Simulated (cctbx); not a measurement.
# LiEuPb2 with cctbx, script by script

Library: cctbx 2025.11. The data are simulated by the first script.

## 1. Simulate the data

run.py:

```python
from cctbx import adptbx, crystal, miller, sgtbx, xray
from cctbx.array_family import flex
from iotbx.shelx import hklf
from scitbx import matrix
import scitbx.random

cs = crystal.symmetry(unit_cell=(8.869, 4.349, 12.229, 90, 90, 90), space_group_symbol='Hall: -P 2ac 2n')  # Pnma
atoms = [  # label, site, U (iso, or U11 U22 U33 U12 U13 U23 in A^2), occupancy
    ("Pb1", (0.8343, 0.75, 0.322), 0.0052, 1),
    ("Pb2", (0.7676, 0.75, 0.9371), 0.0048, 1),
    ("Eu1", (0.867, 0.75, 0.6331), 0.0056, 1),
    ("Li1", (0.5095, 0.75, 0.3846), 0.0124, 1),
]
xs = xray.structure(crystal_symmetry=cs)
for label, site, u, occ in atoms:
    u = adptbx.u_cif_as_u_star(cs.unit_cell(), u) if isinstance(u, tuple) else u
    xs.add_scatterer(xray.scatterer(label, site=site, u=u, occupancy=occ))
xs.set_inelastic_form_factors(0.71073, "sasaki")
xs.show_summary()
p1 = xs.expand_to_p1()
ms = miller.build_set(p1, anomalous_flag=True, d_min=0.65)
flex.set_random_seed(413848)
scitbx.random.set_random_seed(413848)
ms = ms.select(flex.random_double(ms.size()) < 0.7)
i = ms.structure_factors_from_scatterers(p1, algorithm="direct").f_calc().as_intensity_array().data()
i = i / flex.sqrt(1 + 0.1 * i / flex.max(i))  # extinction
i = i * 5000 / flex.max(i)
sig = flex.sqrt(i + flex.pow2(0.06 * i) + 8 ** 2)
noise = scitbx.random.variate(scitbx.random.normal_distribution())(i.size())
data = ms.array(data=i + sig * noise, sigmas=sig).set_observation_type_xray_intensity()
with open("data.hkl", "w") as f:
    data.export_as_shelx_hklf(f)
print("reflections written:", data.size(), " <I/sigma> = %.1f" % flex.mean(data.data() / data.sigmas()))
for h, a, b in list(data.sort("data"))[:12]:
    print("%4d%4d%4d %9.1f %7.1f" % (h + (a, b)))
```

```console
$ python run.py
```

```text
Number of scatterers: 4
At special positions: 4
Unit cell: (8.869, 4.349, 12.229, 90, 90, 90)
Space group: P n m a (No. 62)
reflections written: 5039  <I/sigma> = 6.0
   0   2   0    4957.1   308.3
   0  -2   0    4756.0   308.3
   2   1   0    2804.6   172.5
   0   4   0    2642.5   158.8
  -1  -1  -3    2532.3   137.3
   0  -4   0    2405.7   158.8
   0  -1  -3    2319.5   124.8
   1   1  -3    2083.3   137.3
   0  -1   3    2020.6   124.8
   0   1   3    1949.0   124.8
   1  -1  -3    1932.4   137.3
   3   0  -3    1928.1   117.8
```

It took 0.25 s on 1 thread of Arm Neoverse V2 (shared host), peak memory 0.07 GiB.

## 2. Refinement (right model, isotropic)

run.py:

```python
import math
from cctbx import adptbx, crystal, maptbx, sgtbx, xray
from cctbx.array_family import flex
from cctbx.xray import observations
from iotbx.shelx import hklf
from scitbx.lstbx import normal_eqns_solving
from smtbx import absolute_structure, utils
from smtbx.refinement import constraints, least_squares

cs = crystal.symmetry(unit_cell=(8.869, 4.349, 12.229, 90, 90, 90), space_group_symbol='Hall: -P 2ac 2n')  # Pnma
atoms = [  # label, site, U (iso, or U11 U22 U33 U12 U13 U23 in A^2), occupancy
    ("Pb1", (0.8334, 0.75, 0.3223), 0.0200, 1),
    ("Pb2", (0.7661, 0.75, 0.9374), 0.0200, 1),
    ("Eu1", (0.8591, 0.75, 0.6335), 0.0200, 1),
    ("Li1", (0.5073, 0.75, 0.3838), 0.0200, 1),
]
xs = xray.structure(crystal_symmetry=cs)
for label, site, u, occ in atoms:
    u = adptbx.u_cif_as_u_star(cs.unit_cell(), u) if isinstance(u, tuple) else u
    xs.add_scatterer(xray.scatterer(label, site=site, u=u, occupancy=occ))
xs.set_inelastic_form_factors(0.71073, "sasaki")
raw = hklf.reader(file_name="data.hkl").as_miller_arrays(crystal_symmetry=cs, anomalous=True)[0]
merged = raw.eliminate_sys_absent().merge_equivalents()
fo2 = merged.array().set_observation_type_xray_intensity()
print("Rint %.3f, %d unique reflections to %.2f A" % (merged.r_int(), fo2.size(), fo2.d_min()))
for sc in xs.scatterers():
    sc.flags.set_grad_site(True)
    sc.flags.set_grad_u_aniso(sc.flags.use_u_aniso())
    sc.flags.set_grad_u_iso(sc.flags.use_u_iso())
obs = fo2.as_xray_observations()
extra = {}
rep = constraints.reparametrisation(xs, [], utils.connectivity_table(xs), **extra)
ls = least_squares.crystallographic_ls(obs, rep, weighting_scheme=least_squares.mainstream_shelx_weighting(a=0, b=0))
print("cycle     R1     wR2    GooF  max shift (A)")
for cycle in range(8):
    ls.build_up()
    r1, wr2, goof = ls.r1_factor(cutoff_factor=2)[0], ls.wR2(), ls.goof()
    old = xs.sites_cart()
    normal_eqns_solving.levenberg_marquardt_iterations(ls, n_max_iterations=3, tau=1e-06, step_threshold=1e-7)
    big = flex.max((xs.sites_cart() - old).norms())
    print("%4d %7.4f %7.4f %7.3f %9.5f" % (cycle + 1, r1, wr2, goof, big))
    ls.build_up(objective_only=True)
    if abs(ls.wR2() - wr2) < 5e-5 and big < 5e-4:
        break
ls.build_up()
print("final R1 %.4f wR2 %.4f GooF %.3f  parameters %d  data/parameter %.1f" % (ls.r1_factor(cutoff_factor=2)[0], ls.wR2(), ls.goof(), ls.n_parameters, fo2.size() / ls.n_parameters))
cov = ls.covariance_matrix_and_annotations()
su = dict(zip(cov.annotations, (math.sqrt(max(v, 0)) for v in cov.matrix.matrix_packed_u_diagonal())))
a2 = cs.unit_cell().reciprocal_parameters()[0] ** -2
print("atom        x        y        z      Ueq    occ   su(xyz)  su(Uiso or U11)")
for sc in xs.scatterers():
    s = max(su.get(sc.label + k, 0) for k in (".x", ".y", ".z"))
    npd = "" if sc.is_positive_definite_u(cs.unit_cell()) else "  NPD"
    print("%-5s %8.5f %8.5f %8.5f %8.4f %6.3f %8.5f %7.4f%s" % ((sc.label,) + sc.site + (sc.u_iso_or_equiv(cs.unit_cell()), sc.occupancy, s, su.get(sc.label + ".uiso", su.get(sc.label + ".u11", 0) * a2), npd)))
fo = fo2.f_sq_as_f()
fc = fo.structure_factors_from_scatterers(xs, algorithm="direct").f_calc()
diff = fo.f_obs_minus_f_calc(1 / math.sqrt(ls.scale_factor()), fc).average_bijvoet_mates()
m = diff.fft_map(symmetry_flags=maptbx.use_space_group_symmetry, resolution_factor=0.25).apply_volume_scaling()
print("difference map: max %.2f min %.2f rms %.2f" % (m.statistics().max(), m.statistics().min(), m.statistics().sigma()))
peaks = m.peak_search(parameters=maptbx.peak_search_parameters(min_distance_sym_equiv=0.6, max_clusters=6)).all()
near = xs.closest_distances(peaks.sites(), distance_cutoff=4)
sps = cs.special_position_settings(min_distance_sym_equiv=0.5)
for k, (x, h) in enumerate(zip(peaks.sites(), peaks.heights())):
    ss = sps.site_symmetry(x)
    print("Q%-3d %7.4f %7.4f %7.4f %4d %7.2f  %.2f A from %s" % ((k + 1,) + tuple(t % 1 for t in ss.exact_site()) + (ss.multiplicity(), h, near.smallest_distances[k], xs.scatterers()[near.i_seqs[k]].label)))
```

```console
$ python run.py
```

```text
Rint 0.078, 993 unique reflections to 0.65 A
cycle     R1     wR2    GooF  max shift (A)
   1  0.2090  0.4109   6.571   0.07802
   2  0.0267  0.0587   0.939   0.00101
   3  0.0267  0.0587   0.939   0.00001
final R1 0.0267 wR2 0.0587 GooF 0.939  parameters 12  data/parameter 82.8
atom        x        y        z      Ueq    occ   su(xyz)  su(Uiso or U11)
Pb1    0.83429  0.75000  0.32201   0.0051  1.000  0.00004  0.0001
Pb2    0.76761  0.75000  0.93709   0.0047  1.000  0.00005  0.0001
Eu1    0.86710  0.75000  0.63312   0.0056  1.000  0.00006  0.0001
Li1    0.51331  0.75000  0.38837   0.0086  1.000  0.00248  0.0037
difference map: max 4.57 min -4.43 rms 0.94
Q1    0.1142  0.2500  0.4605    4    4.78  1.16 A from Eu1
Q2    0.2112  0.2500  0.4814    4    3.72  1.56 A from Eu1
Q3    0.1559  0.7500  0.4870    4    3.19  1.36 A from Pb2
Q4    0.1600  0.1319  0.8730    8    3.13  1.63 A from Li1
Q5    0.1502  0.2500  0.5293    4    3.10  1.82 A from Pb1
Q6    0.1854  0.2500  0.7337    4    3.08  0.70 A from Pb1
```

Time: 0.42 s.

## 3. Refinement (right model, anisotropic)

run.py, as its changes from the last script of this kind:

```diff
@@ -12,4 +12,4 @@
-    ("Pb1", (0.8334, 0.75, 0.3223), 0.0200, 1),
-    ("Pb2", (0.7661, 0.75, 0.9374), 0.0200, 1),
-    ("Eu1", (0.8591, 0.75, 0.6335), 0.0200, 1),
-    ("Li1", (0.5073, 0.75, 0.3838), 0.0200, 1),
+    ("Pb1", (0.83429, 0.75, 0.32201), 0.0051, 1),
+    ("Pb2", (0.76761, 0.75, 0.93709), 0.0047, 1),
+    ("Eu1", (0.8671, 0.75, 0.63312), 0.0056, 1),
+    ("Li1", (0.51331, 0.75, 0.38837), 0.0086, 1),
@@ -21,0 +22 @@
+xs.convert_to_anisotropic()
```

```console
$ python run.py
```

```text
Rint 0.078, 993 unique reflections to 0.65 A
cycle     R1     wR2    GooF  max shift (A)
   1  0.0267  0.0587   0.944   0.00205
   2  0.0265  0.0583   0.937   0.00040
final R1 0.0265 wR2 0.0583 GooF 0.937  parameters 24  data/parameter 41.4
atom        x        y        z      Ueq    occ   su(xyz)  su(Uiso or U11)
Pb1    0.83429  0.75000  0.32200   0.0051  1.000  0.00004  0.0002
Pb2    0.76761  0.75000  0.93708   0.0047  1.000  0.00005  0.0001
Eu1    0.86708  0.75000  0.63311   0.0056  1.000  0.00006  0.0002
Li1    0.51326  0.75000  0.38856   0.0103  1.000  0.00229  0.0080  NPD
difference map: max 3.44 min -4.37 rms 0.94
Q1    0.1567  0.2500  0.5323    4    3.72  1.78 A from Pb1
Q2    0.0361  0.7500  0.8963    4    3.66  2.22 A from Li1
Q3    0.1200  0.2500  0.4596    4    3.64  1.14 A from Eu1
Q4    0.1614  0.7500  0.4896    4    3.56  1.30 A from Pb2
Q5    0.2127  0.2500  0.4816    4    3.52  1.57 A from Eu1
Q6    0.1171  0.7500  0.9196    4    3.42  2.31 A from Eu1
```

Time: 0.39 s.

## 4. Refinement

run.py, as its changes from the last script of this kind:

```diff
@@ -12,4 +12,4 @@
-    ("Pb1", (0.83429, 0.75, 0.32201), 0.0051, 1),
-    ("Pb2", (0.76761, 0.75, 0.93709), 0.0047, 1),
-    ("Eu1", (0.8671, 0.75, 0.63312), 0.0056, 1),
-    ("Li1", (0.51331, 0.75, 0.38837), 0.0086, 1),
+    ("Pb1", (0.8722, 0.75, 0.342), 0.0200, 1),
+    ("Pb2", (0.8485, 0.75, 0.9458), 0.0200, 1),
+    ("Eu1", (0.8999, 0.75, 0.604), 0.0200, 1),
+    ("Li1", (0.5695, 0.75, 0.3483), 0.0200, 1),
@@ -22 +21,0 @@
-xs.convert_to_anisotropic()
@@ -36 +35 @@
-for cycle in range(8):
+for cycle in range(10):
@@ -40 +39 @@
-    normal_eqns_solving.levenberg_marquardt_iterations(ls, n_max_iterations=3, tau=1e-06, step_threshold=1e-7)
+    normal_eqns_solving.levenberg_marquardt_iterations(ls, n_max_iterations=3, tau=0.0001, step_threshold=1e-7)
```

```console
$ python run.py
```

```text
Rint 0.078, 993 unique reflections to 0.65 A
cycle     R1     wR2    GooF  max shift (A)
   1  0.7927  0.9704  15.520   3.72697
   2  0.6218  0.8943  14.302   0.59809
   3  0.5952  0.8791  14.059   7.65915
   4  0.5317  0.8348  13.350   1.06318
   5  0.0399  0.0892   1.426   0.25070
   6  0.0287  0.0644   1.030   0.11132
   7  0.0286  0.0643   1.028   0.03382
   8  0.0286  0.0642   1.027   0.02119
   9  0.0286  0.0642   1.027   0.01877
  10  0.0287  0.0642   1.026   0.01780
final R1 0.0287 wR2 0.0641 GooF 1.026  parameters 12  data/parameter 82.8
atom        x        y        z      Ueq    occ   su(xyz)  su(Uiso or U11)
Pb1    0.83427  0.75000  0.32200   0.0049  1.000  0.00005  0.0001
Pb2    0.76765  0.75000  0.93704   0.0046  1.000  0.00006  0.0001
Eu1    0.86710  0.75000  0.63309   0.0054  1.000  0.00007  0.0001
Li1   -0.24925  0.75000  0.96392   0.0902  1.000  0.01134  0.0330
difference map: max 9.39 min -4.57 rms 0.98
Q1    0.0095  0.7500  0.1118    4    9.99  2.92 A from Li1
Q2    0.1164  0.2500  0.4608    4    4.87  1.16 A from Eu1
Q3    0.2132  0.2500  0.4821    4    3.50  1.58 A from Eu1
Q4    0.1618  0.1319  0.8720    8    3.29  2.21 A from Li1
Q5    0.0311  0.7500  0.9029    4    3.19  2.37 A from Pb2
Q6    0.1491  0.2500  0.5291    4    3.17  1.83 A from Pb1
```

Time: 0.79 s.

This run holds a fault made on purpose: start far from the minimum.

## 5. Refinement

run.py, as its changes from the last script of this kind:

```diff
@@ -12,4 +12,4 @@
-    ("Pb1", (0.8722, 0.75, 0.342), 0.0200, 1),
-    ("Pb2", (0.8485, 0.75, 0.9458), 0.0200, 1),
-    ("Eu1", (0.8999, 0.75, 0.604), 0.0200, 1),
-    ("Li1", (0.5695, 0.75, 0.3483), 0.0200, 1),
+    ("Pb1", (0.83429, 0.75, 0.32201), 0.0051, 1),
+    ("Eu1", (0.76761, 0.75, 0.93709), 0.0047, 1),
+    ("Pb2", (0.8671, 0.75, 0.63312), 0.0056, 1),
+    ("Li1", (0.51331, 0.75, 0.38837), 0.0086, 1),
@@ -21,0 +22 @@
+xs.convert_to_anisotropic()
@@ -35 +36 @@
-for cycle in range(10):
+for cycle in range(12):
@@ -39 +40 @@
-    normal_eqns_solving.levenberg_marquardt_iterations(ls, n_max_iterations=3, tau=0.0001, step_threshold=1e-7)
+    normal_eqns_solving.levenberg_marquardt_iterations(ls, n_max_iterations=3, tau=1e-06, step_threshold=1e-7)
```

```console
$ python run.py
```

```text
Rint 0.078, 993 unique reflections to 0.65 A
cycle     R1     wR2    GooF  max shift (A)
   1  0.1942  0.4041   6.502   0.09051
   2  0.0795  0.1881   3.026   0.01374
   3  0.0795  0.1880   3.026   0.00937
   4  0.0796  0.1880   3.026   0.00278
   5  0.0796  0.1880   3.026   0.00085
   6  0.0796  0.1880   3.026   0.00026
final R1 0.0796 wR2 0.1880 GooF 3.026  parameters 24  data/parameter 41.4
atom        x        y        z      Ueq    occ   su(xyz)  su(Uiso or U11)
Pb1    0.83404  0.75000  0.32196   0.0048  1.000  0.00014  0.0005
Eu1    0.76756  0.75000  0.93704  -0.0053  1.000  0.00015  0.0004  NPD
Pb2    0.86730  0.75000  0.63312   0.0160  1.000  0.00020  0.0008
Li1    0.50035  0.75000  0.38668   0.0147  1.000  0.00865  0.0266  NPD
difference map: max 27.98 min -19.21 rms 2.41
Q1    0.2338  0.2500  0.0502    4   28.16  0.16 A from Eu1
Q2    0.1436  0.2500  0.6831    4    7.50  0.21 A from Pb1
Q3    0.2279  0.7500  0.9507    4    5.79  1.61 A from Pb2
Q4    0.0438  0.7500  0.9028    4    5.67  2.22 A from Li1
Q5    0.1265  0.7500  0.9199    4    5.61  2.23 A from Pb2
Q6    0.1516  0.2500  0.5332    4    5.14  1.78 A from Pb1
```

Time: 0.58 s.

This run holds a fault made on purpose: elements exchanged: Pb2 is Eu and Eu1 is Pb.

## 6. Refinement

run.py, as its changes from the last script of this kind:

```diff
@@ -13,2 +13,2 @@
-    ("Eu1", (0.76761, 0.75, 0.93709), 0.0047, 1),
-    ("Pb2", (0.8671, 0.75, 0.63312), 0.0056, 1),
+    ("Pb2", (0.76761, 0.75, 0.93709), 0.0047, 1),
+    ("Eu1", (0.8671, 0.75, 0.63312), 0.0056, 1),
@@ -24 +24 @@
-merged = raw.eliminate_sys_absent().merge_equivalents()
+merged = raw.eliminate_sys_absent().resolution_filter(d_min=2).merge_equivalents()
```

```console
$ python run.py
```

```text
Rint 0.061, 39 unique reflections to 2.04 A
cycle     R1     wR2    GooF  max shift (A)
   1  0.0237  0.0616   1.713   0.29931
   2  0.0132  0.0355   0.988   0.04491
   3  0.0129  0.0351   0.976   0.03243
   4  0.0129  0.0350   0.974   0.08327
   5  0.0128  0.0350   0.972   0.03798
   6  0.0127  0.0349   0.969   0.07623
   7  0.0126  0.0347   0.964   0.11122
   8  0.0126  0.0345   0.960   0.09179
   9  0.0123  0.0344   0.955   0.09746
  10  0.0123  0.0342   0.951   0.09048
  11  0.0122  0.0341   0.947   0.21709
  12  0.0125  0.0338   0.939   0.18533
final R1 0.0130 wR2 0.0330 GooF 0.916  parameters 24  data/parameter 1.6
atom        x        y        z      Ueq    occ   su(xyz)  su(Uiso or U11)
Pb1    0.83477  0.75000  0.32228   0.0029  1.000  0.00099  0.0080  NPD
Pb2    0.76681  0.75000  0.93664   0.0086  1.000  0.00077  0.0106  NPD
Eu1    0.86538  0.75000  0.63277   0.0239  1.000  0.00137  0.0116
Li1    0.60696  0.75000  0.43050   0.3700  1.000  0.04547  0.3046  NPD
difference map: max 0.38 min -0.58 rms 0.16
Q1    0.0879  0.2500  0.4924    4    0.41  1.59 A from Eu1
Q2    0.0785  0.2500  0.8256    4    0.36  1.97 A from Pb1
Q3    0.1235  0.7500  0.9730    4    0.32  1.19 A from Li1
Q4    0.1037  0.0126  0.1503    8    0.20  1.51 A from Li1
Q5    0.2261  0.2500  0.0160    4    0.19  0.58 A from Pb2
Q6    0.1667  0.2500  0.9667    4    0.17  1.32 A from Pb2
```

It took 0.89 s on 1 thread of Arm Neoverse V2 (shared host), peak memory 0.09 GiB.

This run holds a fault made on purpose: data cut at low resolution.

[Logs are printed without paths, hosts, clocks, repeated set-up lines and the standing remarks that a program may print on its own settings, such as how far it seeks lower states.]
